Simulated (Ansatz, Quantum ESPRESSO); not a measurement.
## SnAs (Fm-3m): phonons and their coupling to the electrons

How strong is the electron-phonon coupling in SnAs (Fm-3m)?

Program: Quantum ESPRESSO 7.5. Level of theory: DFT PBEsol, scalar-relativistic, plane waves, GBRV ultrasoft pseudopotentials. Results are calculated unless marked as measured.

This is a report of a sequence of runs, with most program output left out.

The database entry behind the starting cell differs from later determinations by our own check (an axis about 0.7 % short against later determinations), so it need not match the best structure at ambient conditions.

## (1) Starting point

Symmetry: Fm-3m, No. 225, cubic system. Conventional cell: a = 5.681 Å, b = 5.681 Å, c = 5.681 Å, α = 90.00°, β = 90.00°, γ = 90.00°. Nearest to Sn lie 6 As at 2.84 Å. As has 6 Sn at 2.84 Å nearest. Farther neighbours are not listed.

Structure file:

```cif
data_structure
_symmetry_space_group_name_H-M 'Fm-3m'
_symmetry_Int_Tables_number 225
_cell_length_a 5.6810
_cell_length_b 5.6810
_cell_length_c 5.6810
_cell_angle_alpha 90.000
_cell_angle_beta 90.000
_cell_angle_gamma 90.000
_cell_volume 183.35
loop_
_atom_site_label
_atom_site_type_symbol
_atom_site_symmetry_multiplicity
_atom_site_Wyckoff_symbol
_atom_site_fract_x
_atom_site_fract_y
_atom_site_fract_z
_atom_site_occupancy
Sn1 Sn 4 a 0.00000 0.00000 0.00000 1
As1 As 4 b 0.50000 0.00000 0.00000 1
```

## (2) A probe with smearing

A cheap run with smearing and empty bands tells whether the crystal has a gap, which decides between fixed occupations and smearing later on.

probe.in

```
&control
   calculation = 'scf'
   prefix = 'x'
   outdir = './tmp'
   pseudo_dir = './pseudo'
   tprnfor = .true.
   tstress = .true.
   verbosity = 'high'
/
&system
   ibrav = 0
   nat = 2
   ntyp = 2
   ecutwfc = 40.0
   ecutrho = 240.0
   occupations = 'smearing'
   smearing = 'gaussian'
   degauss = 0.01
/
&electrons
   conv_thr = 1.0d-07
   mixing_beta = 0.7
   electron_maxstep = 100
/
ATOMIC_SPECIES
 Sn    118.7100  Sn.upf
 As     74.9216  As.upf
CELL_PARAMETERS angstrom
     0.000000000    2.840500000    2.840500000
     2.840500000    0.000000000    2.840500000
     2.840500000    2.840500000    0.000000000
ATOMIC_POSITIONS crystal
 Sn     0.000000000   0.000000000   0.000000000
 As     0.500000000   0.500000000   0.500000000
K_POINTS automatic
 6 6 6 0 0 0
```

Launch:

```sh
> OMP_NUM_THREADS=1 mpirun -n 8 pw.x -nk 8 -in probe.in > probe.out
```

Wall time 4.6 s (8 MPI ranks of Intel Xeon at 2.70GHz, shared host); 35 s of CPU time.

Numbers from this step:

```yaml
volume_per_atom: 22.92 Å³
pressure: 1.271 GPa
gap_on_the_k_mesh: 0 eV
```

No gap opens on this mesh, so smearing is kept; the start stands at 1.3 GPa.

## (3) Relaxation

The harmonic expansion starts where the forces on the atoms vanish, and stress shifts the frequencies, so cell and atoms are relaxed with tight thresholds.

relax.in

```
&control
   calculation = 'vc-relax'
   prefix = 'x'
   outdir = './tmp'
   pseudo_dir = './pseudo'
   tprnfor = .true.
   tstress = .true.
   forc_conv_thr = 2.0d-05
   etot_conv_thr = 1.0d-07
   nstep = 40
/
&system
   ibrav = 0
   nat = 2
   ntyp = 2
   ecutwfc = 40.0
   ecutrho = 240.0
   occupations = 'smearing'
   smearing = 'mv'
   degauss = 0.02
/
&electrons
   conv_thr = 1.0d-11
   mixing_beta = 0.7
   electron_maxstep = 100
/
&ions
/
&cell
   press_conv_thr = 0.2
/
ATOMIC_SPECIES
 Sn    118.7100  Sn.upf
 As     74.9216  As.upf
CELL_PARAMETERS angstrom
     0.000000000    2.840500000    2.840500000
     2.840500000    0.000000000    2.840500000
     2.840500000    2.840500000    0.000000000
ATOMIC_POSITIONS crystal
 Sn     0.000000000   0.000000000   0.000000000
 As     0.500000000   0.500000000   0.500000000
K_POINTS automatic
 12 12 12 0 0 0
```

Launch:

```sh
> OMP_NUM_THREADS=1 mpirun -n 8 pw.x -nk 8 -in relax.in > relax.out
```

Wall time 33 s (8 MPI ranks).

Step by step:

```
step  energy less that of the first step (eV)  largest force (eV/Å)  pressure (GPa)  volume (Å³)
   1                                   0.0000                0.0000            1.30        45.84
   2                                  -0.0020                0.0000            0.79        46.14
   3                                  -0.0031                0.0000            0.25        46.48
   4                                  -0.0032                0.0000            0.00        46.63
   5                                  -0.0032                0.0000            0.00        46.63
   6                                  -0.0034                0.0000           -0.03        46.63
```

```
conventional cell, symmetrised  before  after  change
                         a (Å)   5.681  5.714  +0.6 %
                         b (Å)   5.681  5.714  +0.6 %
                         c (Å)   5.681  5.714  +0.6 %
              volume (Å³/atom)   22.92  23.32  +1.7 %
```

Final coordinates:

```xyz
2
Lattice="0.0000 2.8569 2.8569 2.8569 0.0000 2.8569 2.8569 2.8569 0.0000" Properties=species:S:1:pos:R:3 pbc="T T T"
Sn    0.0000    0.0000    0.0000
As    2.8569    2.8569    2.8569
```

The last row of the table of steps is pw.x's closing run on a basis chosen anew for the final cell, so its energy can jump.

This step gave:

- volume per atom: 23.32 Å³
- pressure: -0.02900 GPa

The volume changes by +1.7 % from the cell with which this run began.

## (4) Ground state

Perturbation theory inherits every error of the wavefunctions, so the threshold is set near the limit of the arithmetic. Smearing stays on, as the first look found no gap above 0.3 eV.

scf.in

```
&control
   calculation = 'scf'
   prefix = 'x'
   outdir = './tmp'
   pseudo_dir = './pseudo'
   tprnfor = .true.
   tstress = .true.
/
&system
   ibrav = 0
   nat = 2
   ntyp = 2
   ecutwfc = 40.0
   ecutrho = 240.0
   occupations = 'smearing'
   smearing = 'mv'
   degauss = 0.02
/
&electrons
   conv_thr = 1.0d-12
   mixing_beta = 0.7
   electron_maxstep = 100
/
ATOMIC_SPECIES
 Sn    118.7100  Sn.upf
 As     74.9216  As.upf
CELL_PARAMETERS angstrom
     0.000000000    2.856854462    2.856854462
     2.856854462    0.000000000    2.856854462
     2.856854462    2.856854462    0.000000000
ATOMIC_POSITIONS crystal
 Sn     0.000000000   0.000000000   0.000000000
 As     0.500000000   0.500000000   0.500000000
K_POINTS automatic
 12 12 12 0 0 0
```

Launch:

```sh
> OMP_NUM_THREADS=1 mpirun -n 8 pw.x -nk 8 -in scf.in > scf.out
```

Elapsed: 9.2 s, on 8 MPI ranks; 71 s of CPU time.

Numbers from this step:

| Item | Value |
| --- | --- |
| pressure | -0.02700 GPa |

The cell stands at -0.027 GPa, close enough for phonons.

## (5) Levels on a dense mesh

The coupling is a sum over pairs of states at the Fermi level and needs a much denser mesh than the density does.

scf_fit.in, as its differences from scf.in of step 4:

```diff
@@ -17,5 +17,6 @@
    degauss = 0.02
+   la2F = .true.
 /
 &electrons
-   conv_thr = 1.0d-12
+   conv_thr = 1.0d-10
    mixing_beta = 0.7
@@ -34,2 +35,2 @@
 K_POINTS automatic
- 12 12 12 0 0 0
+ 24 24 24 0 0 0
```

Launch:

```sh
> OMP_NUM_THREADS=1 mpirun -n 8 pw.x -nk 8 -in scf_fit.in > scf_fit.out
```

It took 35 s on 8 MPI ranks; 4.6 min of CPU time.

Numbers from this step:

```
pressure : 0.02600 GPa
```

## (6) Ground state

The run on the dense mesh left its levels for the electron-phonon sums; ph.x needs the ground state on the coarse mesh, so pw.x runs once more in the same folder.

scf.in is that of step 4.

Launch:

```sh
> OMP_NUM_THREADS=1 mpirun -n 8 pw.x -nk 8 -in scf.in > scf.out
```

It took 9.4 s on 8 MPI ranks.

This step gave:

- pressure: -0.02700 GPa

## (7) Linear response on the mesh

Linear response treats each wavevector in the unit cell, with no supercell; the 4×4×4 mesh fixes the range of the force constants to be had. The change of the potential is kept for the electron-phonon matrix elements.

ph.in

```
phonons
&inputph
   prefix = 'x'
   outdir = './tmp'
   fildyn = 'x.dyn'
   tr2_ph = 1.0d-18
   alpha_mix(1) = 0.4
   nmix_ph = 8
   ldisp = .true.
   nq1 = 4
   nq2 = 4
   nq3 = 4
   electron_phonon = 'interpolated'
   fildvscf = 'dvscf'
   el_ph_sigma = 0.005
   el_ph_nsigma = 10
/
```

Launch:

```sh
> OMP_NUM_THREADS=1 mpirun -n 8 ph.x -nk 8 -in ph.in > ph.out
```

The job ended after 47 min (8 MPI ranks).

Numbers from this step:

| Property | Result |
| --- | --- |
| largest acoustic frequency at the zone centre before the sum rule | -11.23 cm⁻¹ |
| highest optical zone-centre mode (no LO-TO term) | 92.65 cm⁻¹ |
| lowest optical zone-centre mode | 92.65 cm⁻¹ |
| lowest mode on the q mesh (acoustic ones at the zone centre apart) | 39.46 cm⁻¹ |

Frequencies (cm⁻¹) at each irreducible wavevector; negative means imaginary. Frequencies by wavevector:

```
  q (fractions)  star  mode 1  mode 2  mode 3  mode 4  mode 5  mode 6
          0 0 0     1  -11.23  -11.23  -11.23   92.65   92.65   92.65
       0 0 0.25     8   68.16   68.16   92.19     122     122     130
       0 0 -0.5     4     108     108   135.7   135.7   148.1   154.7
    0 0.25 0.25     6   39.46   39.46   115.7   119.9   119.9   149.9
    0 0.25 -0.5    24   75.71   81.75   102.3   140.5   141.6   149.5
   0 0.25 -0.25    12   55.73   103.9   130.9   138.7   141.2   145.2
    0 -0.5 -0.5     3   42.15   42.15   61.51   125.7   125.7   163.8
0.25 -0.5 -0.25     6   58.14   58.14   111.8   135.8   147.2   147.2
```

Couplings of single modes at a Gaussian broadening of 0.02 Ry, as ph.x prints them; it sets λ to zero for modes under 20 cm⁻¹. Mode couplings, the first 40 of 42 rows:

```
  q (fractions)  mode  frequency (cm⁻¹)       λ  linewidth γ (GHz)
       0 0 0.25     1             68.16  0.0279               0.48
       0 0 0.25     2             68.16  0.0278               0.48
       0 0 0.25     3             92.19   0.085               2.69
       0 0 0.25     4               122  0.1576               8.75
       0 0 0.25     5               122  0.1563               8.67
       0 0 0.25     6               130  0.3242              20.43
       0 0 -0.5     1               108  0.0218               0.95
       0 0 -0.5     2               108   0.021               0.91
       0 0 -0.5     3             135.7  0.0552               3.79
       0 0 -0.5     4             135.7  0.0575               3.95
       0 0 -0.5     5             148.1  0.0973               7.96
       0 0 -0.5     6             154.7  0.0431               3.84
    0 0.25 0.25     1             39.46  0.0211               0.12
    0 0.25 0.25     2             39.46  0.0211               0.12
    0 0.25 0.25     3             115.7  0.0724               3.62
    0 0.25 0.25     4             119.9     0.2              10.73
    0 0.25 0.25     5             119.9     0.2              10.73
    0 0.25 0.25     6             149.9  0.0646               5.42
    0 0.25 -0.5     1             75.71  0.0742               1.59
    0 0.25 -0.5     2             81.75  0.0816               2.03
    0 0.25 -0.5     3             102.3  0.0553               2.16
    0 0.25 -0.5     4             140.5  0.0666                4.9
    0 0.25 -0.5     5             141.6  0.0965               7.21
    0 0.25 -0.5     6             149.5  0.0918               7.65
   0 0.25 -0.25     1             55.73  0.0079               0.09
   0 0.25 -0.25     2             103.9  0.0403               1.62
   0 0.25 -0.25     3             130.9  0.0653               4.17
   0 0.25 -0.25     4             138.7  0.1318               9.45
   0 0.25 -0.25     5             141.2  0.0433               3.22
   0 0.25 -0.25     6             145.2  0.0874               6.87
    0 -0.5 -0.5     1             42.15  0.0295                0.2
    0 -0.5 -0.5     2             42.15  0.0295                0.2
    0 -0.5 -0.5     3             61.51  0.0365               0.52
    0 -0.5 -0.5     4             125.7  0.1692               9.98
    0 -0.5 -0.5     5             125.7  0.1697                 10
    0 -0.5 -0.5     6             163.8  0.0569                5.7
0.25 -0.5 -0.25     1             58.14  0.0382               0.48
0.25 -0.5 -0.25     2             58.14  0.0393                0.5
0.25 -0.5 -0.25     3             111.8  0.0603               2.82
0.25 -0.5 -0.25     4             135.8  0.1116               7.68
```

Optical modes; normalised displacements of the dynamical-matrix file. The modes at Γ (shares of kinetic energy by element, %):

```
mode  frequency (cm⁻¹)  symmetry  Sn %  As %
   1              92.6       T1u    40    60
   2              92.6       T1u    40    60
   3              92.6       T1u    40    60
```

Displacements in mode 3 (92.6 cm⁻¹), the largest set to 1:
```
Sn1  0.09 -0.14 -0.65
As2 -0.13  0.22  1.00
```

The acoustic modes at Γ come out as far as 11.2 cm⁻¹ from zero, where they should vanish, a sizeable error of basis and grid or of the response kernel of this functional.

## (8) Fourier transform to real space

The dynamical matrices of the mesh are Fourier-transformed to force constants in real space.

q2r.in

```
&input
   fildyn = 'x.dyn'
   zasr = 'crystal'
   flfrc = 'x.fc'
   la2F = .true.
/
```

Launch:

```sh
> q2r.x < q2r.in > q2r.out
```

Elapsed: 0.81 s, on 1 thread.

## (9) Interpolated phonon bands

From the force constants any wavevector is cheap; points of the mesh come back as solved, but for the sum rule and, in polar crystals, the LO-TO term at Γ; the rest is interpolation.

matdyn.in

```
&input
   asr = 'crystal'
   flfrc = 'x.fc'
   flfrq = 'x.freq'
   flvec = 'x.modes'
   q_in_band_form = .true.
   q_in_cryst_coord = .true.
/
8
  0.0000000   0.0000000   0.0000000  12  ! GAMMA
  0.5000000  -0.0000000   0.5000000  12  ! X
  0.6250000   0.2500000   0.6250000   1  ! U
  0.3750000   0.3750000   0.7500000  12  ! K
  0.0000000   0.0000000   0.0000000  12  ! GAMMA
  0.5000000   0.5000000   0.5000000  12  ! L
  0.5000000   0.2500000   0.7500000  12  ! W
  0.5000000  -0.0000000   0.5000000   1  ! X
```

Launch:

```sh
> matdyn.x -in matdyn.in > matdyn.out
```

Run time: 0.68 s. Hardware: 1 thread.

Read from the output:

```
lowest frequency on the path      : 0 cm⁻¹
mean frequency                    : 111.1 cm⁻¹
Debye temperature (second moment) : 216 K
logarithmic mean frequency        : 104.4 cm⁻¹
```

Matdyn.x, sum rule crystal. The phonon branches at the labelled points (cm⁻¹):

```
    point  branch 1  branch 2  branch 3  branch 4  branch 5  branch 6
        Γ         0         0         0        93        93        93
  halfway        40        40       116       120       120       150
        X        42        42        62       126       126       164
  halfway        53        59        61       130       131       159
        U        54        77        94       139       140       151
jump to K        54        77        94       139       140       151
  halfway        52        89       112       122       136       142
        Γ         0         0         0        93        93        93
  halfway        68        68        92       122       122       130
        L       108       108       136       136       148       155
  halfway        83        90       126       139       145       148
        W        58        58       112       136       147       147
  halfway        53        57        78       134       135       156
        X        42        42        62       126       126       164
```

Lowest modes at the softest wavevector of the mesh; phase exp(i q.(R + tau)). Modes at q = (0.000, 0.250, 0.250), with each element's share of the kinetic energy:

```
mode  frequency (cm⁻¹)  Sn %  As %
   1              39.5    74    26
   2              39.5    74    26
   3             115.7    97     3
   4             119.9    26    74
   5             119.9    26    74
   6             149.9     3    97
```

Displacements in mode 1 (39.5 cm⁻¹), the largest set to 1, in the home cell (x, y, z of the real part, then of the imaginary part):
```
Sn1  0.00  0.91  0.76  0.00 -0.42  0.50
As2  0.00  0.31 -0.37  0.00  0.67  0.57
```

Displacements in mode 5 (119.9 cm⁻¹), the largest set to 1, in the home cell (x, y, z of the real part, then of the imaginary part):
```
Sn1  0.00 -0.02  0.04  0.00 -0.47 -0.24
As2  0.00 -1.00 -0.52  0.00  0.04 -0.08
```

Force constants by pair (phonopy on the run's constants); pairs near half the supercell's span include their periodic images. Pair force constants, by row:

```
atom  neighbour  distance (Å)  third of the trace (eV/Å²)  along the pair's line (eV/Å²)
 Sn1     itself             0                       4.495                              –
 Sn1         As         2.857                     -0.3782                           -1.2
 Sn1         Sn          4.04                     -0.0622                         -0.488
 Sn1         As         4.948                      0.0045                         0.0122
 Sn1         Sn         5.714                     -0.3663                        -0.9057
 Sn1         As         6.388                      0.0373                         0.0604
 Sn1         Sn         6.998                     -0.0037                         -0.008
 As2     itself             0                       4.613                              –
 As2         Sn         2.857                     -0.3782                           -1.2
 As2         As          4.04                     -0.1743                        -0.3089
 As2         Sn         4.948                      0.0045                         0.0122
 As2         As         5.714                     -0.1539                        -0.3888
 As2         Sn         6.388                      0.0373                         0.0604
 As2         As         6.998                     -0.0167                        -0.0123
```

Harmonic mean-square displacement, third of the trace. Mean-square displacements:

```
T (K)  Sn1 U_eq (Å²)  As2 U_eq (Å²)
    0         0.0017        0.00198
  100        0.00373        0.00352
  300        0.01031         0.0092
  600        0.02046        0.01814
```

Mode patterns, pair constants, displacements and means over the zone were worked out by phonopy from the force constants of q2r.x.

All branches are real along the path.

[end of part 1 of 2]

[Host names and launcher messages were left out of these logs when they were recorded.]

[Logs are printed without paths, hosts, clocks, repeated set-up lines and the standing remarks that a program may print on its own settings, such as how far it seeks lower states.]

[Hosts, paths, dates, database ids (printed as entryN), source tags and the programs' standing remarks are cut or masked in the printed files.]
